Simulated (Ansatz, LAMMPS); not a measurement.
# Forces and charges in glassy 57SiO2-27Al2O3-16BaO (mol %) (149 atoms)

Wanted: forces, charges and levels of glassy 57SiO2-27Al2O3-16BaO (mol %) (149 atoms).

Method: Kohn-Sham DFT, PBE, PAW (set soft_2), plane waves, in Ansatz 0.2.0.

## Step 1: The structure

The cell holds 149 atoms: 25 Si, 24 Al, 7 Ba and 93 O. Cell: a = 13.216 Å, b = 13.216 Å, c = 13.216 Å, α = 90.0°, β = 90.0°, γ = 90.0°. 149 atoms (25 Si, 24 Al, 7 Ba, 93 O) placed at random at 2.73 g/cm³, melted at 4000 K for 10 ps at fixed volume with the Morse and Coulomb pair potential with partial charges (Pedone, Malavasi, Menziani, Cormack and Segre, J. Phys. Chem. B 110, 11780 (2006)). Quenched from 4000 K to 300 K at 25 K/ps and fixed volume, held 5 ps.

Limits known from the start: The quench rate of 25 K/ps is many orders above laboratory rates, so the cell is likely richer in defects and strain than a real sample. The starting topology of bonds comes from the classical model, and needn't be the one that DFT or experiment would give. Only the Γ point is sampled, in a cell whose shortest periodic width is 13 Å. No spin–orbit coupling is included, so levels derived from the heavy atoms are approximate.

## Step 2: Making the structure

A classical potential supplies the starting structure, since it reaches far longer times than DFT.

This step: classical MD, Morse and Coulomb pair potential with partial charges (Pedone, Malavasi, Menziani, Cormack and Segre, J. Phys. Chem. B 110, 11780 (2006)) (LAMMPS 22 Jul 2025 - Update 4).

The input, in.lmp:

```
# melt-quench of Si25Al24Ba7O93
units metal
atom_style charge
boundary p p p
region box block 0 13.2156 0 13.2156 0 13.2156
create_box 4 box
mass 1 28.0850   # Si
mass 2 26.9815   # Al
mass 3 137.3270   # Ba
mass 4 15.9990   # O
create_atoms 1 random 25 254758 NULL overlap 1.5 maxtry 2000
create_atoms 2 random 24 254765 NULL overlap 1.5 maxtry 2000
create_atoms 3 random 7 254772 NULL overlap 1.5 maxtry 2000
create_atoms 4 random 93 254779 NULL overlap 1.5 maxtry 2000
pair_style hybrid/overlay pedone 5.5 coul/long 8.0
pair_coeff * * coul/long
pair_coeff 1 4 pedone 0.340554 2.006700 2.100000 1   # Si-O
pair_coeff 2 4 pedone 0.361581 1.900442 2.164818 0.9   # Al-O
pair_coeff 3 4 pedone 0.065011 1.547596 3.393410 5   # Ba-O
pair_coeff 4 4 pedone 0.042395 1.379316 3.618701 22   # O-O
set type 1 charge 2.4
set type 2 charge 1.8
set type 3 charge 1.2
set type 4 charge -1.2
kspace_style pppm 1.0e-4
neigh_modify delay 0 every 1 check yes
thermo_style custom step time temp pe press density
thermo_modify norm yes
timestep 0.002
thermo 100
min_style cg
minimize 1e-4 1e-4 200 2000
reset_timestep 0
velocity all create 4000 254759 mom yes dist gaussian
# [... 11 lines left out ...]
fix md all nvt temp 4000 300 0.2
run 74000 post no
unfix md
thermo 1250
fix md all nvt temp 300 300 0.2
run 2500 post no
unfix md
write_dump all custom glass.dump id type xs ys zs modify sort id
```

Run with:

```sh
lmp -in in.lmp -log none -nocite
```

Numbers of over 12 decimals in the logs are rounded to 6 here.

The program printed:

```text
LAMMPS (22 Jul 2025 - Update 4)
Created orthogonal box = (0 0 0) to (13.2156 13.2156 13.2156)
Created 25 atoms
Created 24 atoms
Created 7 atoms
Created 93 atoms
PPPM initialization ...
  G vector (1/distance) = 0.38521232
  grid = 15 15 15
  estimated relative force accuracy = 4.6813252e-05
   Step          Time           Temp          PotEng         Press         Density
         0   0              0              0.38491555     526993.31      2.7330252
        88   0.176          0             -14.774802     -44523.878      2.7330252
Loop time of 0.152087 s on 1 MPI rank(s) for 88 steps with 149 atoms
Minimization stats:
  Stopping criterion = energy tolerance
  Energy initial, next-to-last, final =
     0.384915546248619   -14.773373166004  -14.7748021402414
  Force two-norm initial, final = 398.67235 3.337336
  Iterations, force evaluations = 88 105
   Step          Time           Temp          PotEng         Press         Density
         0   0              4000          -14.774802     -9112.3401      2.7330252
       500   1              1885.3244     -14.586638     -22113.186      2.7330252
      1000   2              2081.4662     -14.610349     -12206.801      2.7330252
Loop time of 1.20315 s on 1 MPI rank(s) for 1000 steps with 149 atoms
   Step          Time           Temp          PotEng         Press         Density
      1000   2              2081.4662     -14.610349     -12206.801      2.7330252
      1666   3.332          4037.8946     -14.169636      25930.687      2.7330252
      2499   4.998          3889.4362     -14.20293      -5258.6502      2.7330252
      3332   6.664          4088.5341     -14.215395     -5482.2096      2.7330252
      4165   8.33           4236.599      -14.224905      3564.6946      2.7330252
      4998   9.996          4265.3746     -14.290448     -12758.325      2.7330252
      5831   11.662         4296.7165     -14.165098      16946.32       2.7330252
[... 1 line left out ...]
Loop time of 6.25062 s on 1 MPI rank(s) for 5000 steps with 149 atoms
   Step          Time           Temp          PotEng         Press         Density
[... 11 lines left out ...]
     80000   160            311.66695     -14.957819     -27480.362      2.7330252
Loop time of 89.1125 s on 1 MPI rank(s) for 74000 steps with 149 atoms
   Step          Time           Temp          PotEng         Press         Density
     80000   160            311.66695     -14.957819     -27480.362      2.7330252
     81250   162.5          308.12728     -14.955711     -10677.724      2.7330252
     82500   165            281.91169     -14.956195     -23404.989      2.7330252
Loop time of 2.86957 s on 1 MPI rank(s) for 2500 steps with 149 atoms
```

Run time: 100 s. Hardware: 1 thread of Arm Neoverse N1, shared host; peak memory 0.069 GiB.

## Step 3: Plane-wave single point

The electrons are solved once, with the atoms held.

The input, input.yaml:

```yaml
crystal:
  lattice:
    - [13.2156, 0.0, 0.0]
    - [0.0, 13.2156, 0.0]
    - [0.0, 0.0, 13.2156]
  atoms:
    - { symbol: Si, position: [0.35613, 0.5514, 0.70043] }
    - { symbol: Si, position: [0.62987, 0.47602, 0.01892] }
    - { symbol: Si, position: [0.81737, 0.34078, 0.97554] }
    - { symbol: Si, position: [0.18547, 0.71311, 0.02024] }
    - { symbol: Si, position: [0.47994, 0.36902, 0.7632] }
    - { symbol: Si, position: [0.66786, 0.69961, 0.78347] }
    - { symbol: Si, position: [0.20494, 0.12708, 0.33888] }
    - { symbol: Si, position: [0.94941, 0.7876, 0.36577] }
    - { symbol: Si, position: [0.67994, 0.5894, 0.5667] }
    - { symbol: Si, position: [0.28835, 0.54128, 0.92032] }
    - { symbol: Si, position: [0.94053, 0.75009, 0.72028] }
    - { symbol: Si, position: [0.30941, 0.25767, 0.63039] }
    - { symbol: Si, position: [0.85358, 0.71328, 0.14605] }
    - { symbol: Si, position: [0.61739, 0.65552, 0.1545] }
    - { symbol: Si, position: [0.27298, 0.87116, 0.86069] }
    - { symbol: Si, position: [0.80037, 0.05401, 0.07342] }
    - { symbol: Si, position: [0.65755, 0.16273, 0.93286] }
    - { symbol: Si, position: [0.15728, 0.82852, 0.65887] }
    - { symbol: Si, position: [0.55972, 0.85243, 0.53885] }
    - { symbol: Si, position: [0.19623, 0.10148, 0.89714] }
    - { symbol: Si, position: [0.87795, 0.25457, 0.18545] }
    - { symbol: Si, position: [0.04972, 0.12252, 0.70472] }
    - { symbol: Si, position: [0.30162, 0.26226, 0.17228] }
    - { symbol: Si, position: [0.01372, 0.99496, 0.27717] }
    - { symbol: Si, position: [0.66806, 0.05419, 0.54338] }
    - { symbol: Al, position: [0.66292, 0.2177, 0.70012] }
    - { symbol: Al, position: [0.01771, 0.42935, 0.90152] }
    - { symbol: Al, position: [0.96549, 0.78757, 0.96123] }
    - { symbol: Al, position: [0.89952, 0.2755, 0.6187] }
    - { symbol: Al, position: [0.99922, 0.57633, 0.04067] }
    - { symbol: Al, position: [0.27028, 0.32726, 0.40026] }
    - { symbol: Al, position: [0.5101, 0.6451, 0.93813] }
    [... 111 atom lines left out ...]
    - { symbol: O, position: [0.87135, 0.77812, 0.04384] }
    - { symbol: O, position: [0.01091, 0.91263, 0.93796] }
    - { symbol: O, position: [0.84465, 0.80801, 0.65619] }
    - { symbol: O, position: [0.13669, 0.13679, 0.79466] }
    - { symbol: O, position: [0.96355, 0.05167, 0.75748] }
    - { symbol: O, position: [0.07086, 0.54064, 0.54502] }
kpoints:
  mp_grid: { grid: [1, 1, 1] }
hamiltonian:
  xc: pbe
scf:
  occupations: { method: fixed }
output:
  forces: true
  stress: true
  populations: true
  dos:
    method: { smearing: { sigma: 0.1 } }
    de: 0.1
    projected: { site_lists: { Al: [Al], Ba: [Ba], O: [O], Si: [Si] } }
  eigenvalues: true
  write_density: true
  write_potential: true
  volumetric_format: npy
```

Run with:

```sh
ansatz run input.yaml --threads 8 --pin off --max-ram 15872MiB --backend cpu --events-out ev --progress --plain --runs-dir out
```

The program printed:

```text
Engine: ansatz 0.2.0, aarch64-unknown-linux-gnu
Pseudopotentials: kind: paw
Pseudopotential: Si, paw, valence charge 4, recommended cutoff 420 eV (normal), Si.paw.azcp
Pseudopotential: Al, paw, valence charge 3, recommended cutoff 420 eV (normal), Al.paw.azcp
Pseudopotential: Ba, paw, valence charge 10, recommended cutoff 420 eV (normal), Ba.paw.azcp
Pseudopotential: O, paw, valence charge 6, recommended cutoff 420 eV (normal), O.paw.azcp
[... 5 lines on functional and potentials left out ...]
Crystal: 149 atoms, lattice volume = 2308.132 Å³
Basis set: ecut = 420 eV, 45025 PW (Γ), exchange–correlation on 180×180×180 points (8 copies of the dense FFT grid, shifted against one another)
Bands: 549, of which v1, the nominal top of the filled ones, is band 400 counted from 1 (399 counted from 0)
Symmetry: 1 space group operations
Space group: P1 (ITA 1), of the structure as read, at distance tolerance 1.3e-4 Å
k-points: 1
[... 9 lines on functional and potentials left out ...]
Initial density: superposition of atomic densities (neutral atoms: chi_scale 0, normalization atom), corrected by the library's trained network
Initial wavefunctions: pseudopotential atomic-orbital guess
Functional: x = pbe(κ = 0.804, μ = 0.219515), c = pbe(β = 0.066725)
SCF iter   1: F=—  HF=-123393.815590 eV  |F-HF|=—  |Δ(HF+E_count)|=         —  Δρ=2.16e-3  dr2=1.79e-1  ethr=1.77e-3  ⟨swp⟩=5.0  Hψ=2136  notcnv=0  defer=145
preconditioner: auto → Resta (q_TF=auto, 2.287 Å⁻¹)  ε∞=3.1  [insulator: Δε(μ)=3.042 eV  Ē_g=14.868 eV  n_scr=460 (ndim 8)  ℏωp=21.7 eV  f_vac=0.190  ε∞_Penn≈3.1]
SCF iter   2: F=—  HF=-123393.808424 eV  |F-HF|=—  |Δ(HF+E_count)|=   7.17e-3  Δρ=1.12e-3  dr2=4.76e-2  ethr=2.24e-5  ⟨swp⟩=3.0  Hψ=886  notcnv=0  defer=147
SCF iter   3: F=—  HF=-123393.810127 eV  |F-HF|=—  |Δ(HF+E_count)|=   1.70e-3  Δρ=5.67e-4  dr2=1.31e-2  ethr=5.95e-6  ⟨swp⟩=4.0  Hψ=716  notcnv=0  defer=147
SCF iter   4: F=—  HF=-123393.809216 eV  |F-HF|=—  |Δ(HF+E_count)|=   9.12e-4  Δρ=1.85e-4  dr2=1.19e-3  ethr=1.63e-6  ⟨swp⟩=4.0  Hψ=724  notcnv=0  defer=147
SCF iter   5: F=—  HF=-123393.809347 eV  |F-HF|=—  |Δ(HF+E_count)|=   1.32e-4  Δρ=1.43e-4  dr2=4.62e-4  ethr=1.49e-7  ⟨swp⟩=3.0  Hψ=719  notcnv=0  defer=147
SCF iter   6: F=—  HF=-123393.809243 eV  |F-HF|=—  |Δ(HF+E_count)|=   1.04e-4  Δρ=4.35e-5  dr2=5.46e-5  ethr=5.77e-8  ⟨swp⟩=3.0  Hψ=718  notcnv=0  defer=147
SCF iter   7: F=—  HF=-123393.809967 eV  |F-HF|=—  |Δ(HF+E_count)|=   7.24e-4  Δρ=1.88e-5  dr2=1.06e-5  ethr=6.83e-9  ⟨swp⟩=3.0  Hψ=1332  notcnv=0  defer=147
SCF iter   8: F=—  HF=-123393.809965 eV  |F-HF|=—  |Δ(HF+E_count)|=   1.47e-6  Δρ=1.21e-5  dr2=3.56e-6  ethr=1.32e-9  ⟨swp⟩=2.0  Hψ=737  notcnv=0  defer=147
SCF iter   9: F=—  HF=-123393.809964 eV  |F-HF|=—  |Δ(HF+E_count)|=   1.15e-6  Δρ=2.98e-6  dr2=2.98e-7  ethr=4.46e-10  ⟨swp⟩=2.0  Hψ=732  notcnv=0  defer=147
SCF iter  10: F=—  HF=-123393.809964 eV  |F-HF|=—  |Δ(HF+E_count)|=   8.99e-8  Δρ=2.20e-6  dr2=1.09e-7  ethr=1.25e-11  ⟨swp⟩=25.0  Hψ=6232  notcnv=0
SCF iter  11: F=-123393.809964 eV  HF=-123393.809964 eV  |F-HF|=1.33e-8  |Δ(HF+E_count)|=   3.93e-8  Δρ=6.67e-7  dr2=1.31e-8  ethr=1.25e-11  ⟨swp⟩=9.0  Hψ=3456  notcnv=0
SCF 1 converged in 11 iterations: F = -123393.809964 eV  dr2 = 1.31e-8
  greatest PAW one-centre occupation: 0.955 electrons in one spin orbital (limit 2), on the Ba atom at site 53 (counted from 0), in its partial waves of l = 0
WARN: The input density's exchange-correlation potential varies sharply where the density is thin. Do not read a vacuum level from v_tot or v_xc, or from such a field of the output density. On a cell that repeats whose density bears no net charge and no dipole along the vacuum's axis use v_es (v_loc + v_h of the components); [...]
SCF converged after 11 iterations
Free energy (F): -123393.809964 eV
Harris-Foulkes:  -123393.809964 eV  (|F-HF|=1.33e-8)
Internal energy: -123393.809964 eV  (E = F + TS)
E sigma→0 (E₀):  -123393.809964 eV
Fermi energy:    3.614060 eV
--- Per-component energies (eV) ---
  E_band       = -3591.435888
  E_kinetic    = 19514.243156
  E_local      = -65674.004353  (includes V_loc(G=0)·N_el)
  E_nonlocal   = 5715.939079
  E_hartree    = 26182.008054
  E_xc         = -10464.685766
  E_vxc        = -11689.098261  (∫ρ·V_xc dr)
  E_paw        = -75407.476551  (= ΣΔE_a)
  E_vpaw       = -3822.769082  (= ΣTr[D̂ρ^β])
  E_aug_tail   = 0.237003  (compensation charges beyond the density's cutoff)
  E_ewald      = -23260.070586
  E_smearing   = -0.000000  (= −TS)
  E_closure    = 0.000000  (closes the sum)
  Σ components = -123393.809964   (vs F -123393.809964, Δ=0.00e0)
--- Forces (eV/Å), atoms counted from 1 ---
  atom   1  Si     2.07892406     0.83904065     5.10311972
  atom   2  Si     0.57517062    -0.56156990    -2.86809937
  atom   3  Si    -0.79736423     1.88079067     2.43150376
  atom   4  Si     0.93447642     0.68414594     0.53690886
  atom   5  Si    -0.39769664    -2.87767585     3.84118201
  atom   6  Si    -1.97097786    -0.40152118    -1.62458695
  atom   7  Si     1.09048343     0.22788842     0.32422015
  atom   8  Si     0.28307737    -0.22598290    -1.00159443
  atom   9  Si     1.27095334    -0.49404394     1.11477317
  atom  10  Si     0.62992787    -1.23425212    -2.56096375
  atom  11  Si     1.79046345     1.42342136    -0.74674502
  atom  12  Si     0.12182561    -1.15076906    -1.00880400
  atom  13  Si    -1.38042836    -0.91946567     0.84911481
  atom  14  Si    -2.53195190     1.34126434     0.18782127
[...]
atom 148  O      0.68008939     1.19802673    -1.15211050
  atom 149  O     -0.94615022    -2.07909075     0.66898302
  max |Σ_I F_I| component: 1.42e-4 eV/Å
--- Stress (GPa, compression-positive) ---
        4.675180      -1.191450       0.844101
       -1.191452       4.869274       1.916546
        0.844099       1.916549       1.536828
  P = ⅓ Tr σ = 3.6938 GPa (36.938 kbar)
--- Band table (eV) ---
  k-point 0: bands = ["-24.5644", "-24.0596", "-24.0111", "-23.8512", [... 533 levels ...], "12.1062", "12.1372", "12.1667", "12.1840", "12.2075", "12.2287", "12.2525", "12.2668", "12.3073", "12.3167", "12.3218", "12.3309"]
--- Löwdin populations: 149 sites ---
  site symbol       q [e]
     0     Si      2.2322
     1     Si      2.2387
     2     Si      2.2483
[...]
148      O      6.9431
  spilling = 0.011859 (of n_electrons = 800.000000)
```

Wall time 81 s (8 threads of Arm Neoverse N1, shared host); peak memory 3.5 GiB.

Reading the cycles: dr2 is the Hartree energy of the density residual (eV), the measure of convergence; HF is the Harris–Foulkes estimate of the energy, which meets the free energy F at convergence.

The program notes that the exchange-correlation potential is rough where the density is thin.

Read from the output:

```yaml
free_energy: -123393.8100 eV
free_energy_per_atom: -828.1464 eV/atom
scf_cycles: 11
pressure: 3.694 GPa
r_m_s_force_component: 1.267 eV/Å
longest_force: 5.574 eV/Å
fermi_energy: 3.614 eV
spacing_of_highest_filled_and_lowest_empty_level: 2.882 eV
spilling_of_the_projection: 0.01186
```

Length of the force by element:

| element | coordination | atoms | mean length of the force (eV/Å) | spread | least | most |
| --- | --- | --- | --- | --- | --- | --- |
| Al | all | 24 | 2.00 | 0.913 | 0.427 | 3.73 |
| Ba | all | 7 | 0.760 | 0.316 | 0.281 | 1.23 |
| O | all | 93 | 1.80 | 1.01 | 0.423 | 5.48 |
| Si | all | 25 | 2.60 | 1.11 | 1.07 | 5.57 |

Löwdin charges by element (they lack the spilled electrons, 0.064 e an atom on average):

| element | coordination | atoms | mean charge (e) | spread | least | most |
| --- | --- | --- | --- | --- | --- | --- |
| Al | all | 24 | 1.35 | 0.0469 | 1.23 | 1.41 |
| Ba | all | 7 | 1.92 | 0.0173 | 1.90 | 1.95 |
| O | all | 93 | -0.856 | 0.0544 | -1.10 | -0.758 |
| Si | all | 25 | 1.73 | 0.0236 | 1.68 | 1.77 |

Density of states as counts of states in windows of 1 eV (from the Fermi level), total and the larger projections:

| from (eV) | to (eV) | total | O p | Si p |
| --- | --- | --- | --- | --- |
| -10 | -9 | 8.3 | 5.6 | 0.4 |
| -9 | -8 | 19.8 | 13.7 | 1.2 |
| -8 | -7 | 23.7 | 17.4 | 1.6 |
| -7 | -6 | 45.4 | 34.7 | 4.4 |
| -6 | -5 | 60.9 | 47.9 | 6.0 |
| -5 | -4 | 74.4 | 62.2 | 3.7 |
| -4 | -3 | 90.6 | 81.0 | 2.3 |
| -3 | -2 | 106.0 | 98.6 | 1.9 |
| -2 | -1 | 99.6 | 94.8 | 1.0 |
| -1 | 0 | 27.0 | 25.8 | 0.2 |
| 0 | 1 | 1.3 | 1.2 | 0.0 |
| 1 | 2 | 0.0 | 0.0 | 0.0 |
| 2 | 3 | 1.8 | 0.0 | 0.0 |
| 3 | 4 | 9.3 | 0.4 | 0.3 |
| 4 | 5 | 37.0 | 1.7 | 1.8 |

With fixed occupations the program's Fermi level is the highest filled level; weight inside the gap is the broadening of levels at its edges.

Between -26 and -10 eV lie 231 more states.

The levels nearest the highest filled one (over half full), pooled over k-points and spins:

| level less the highest filled one (eV) | occupation |
| --- | --- |
| -0.663 | 2 |
| -0.438 | 2 |
| -0.368 | 2 |
| -0.309 | 2 |
| -0.183 | 2 |
| 0 | 2 |
| 2.88 | 0 |
| 3.51 | 0 |
| 3.72 | 0 |
| 3.78 | 0 |
| 3.89 | 0 |
| 3.98 | 0 |

(Part 1 of 2 ends here.)

[Logs are printed without paths, hosts, clocks, repeated set-up lines and the standing remarks that a program may print on its own settings, such as how far it seeks lower states.]

[Hosts, paths, dates, database ids (printed as entryN), source tags and the programs' standing remarks are cut or masked in the printed files.]
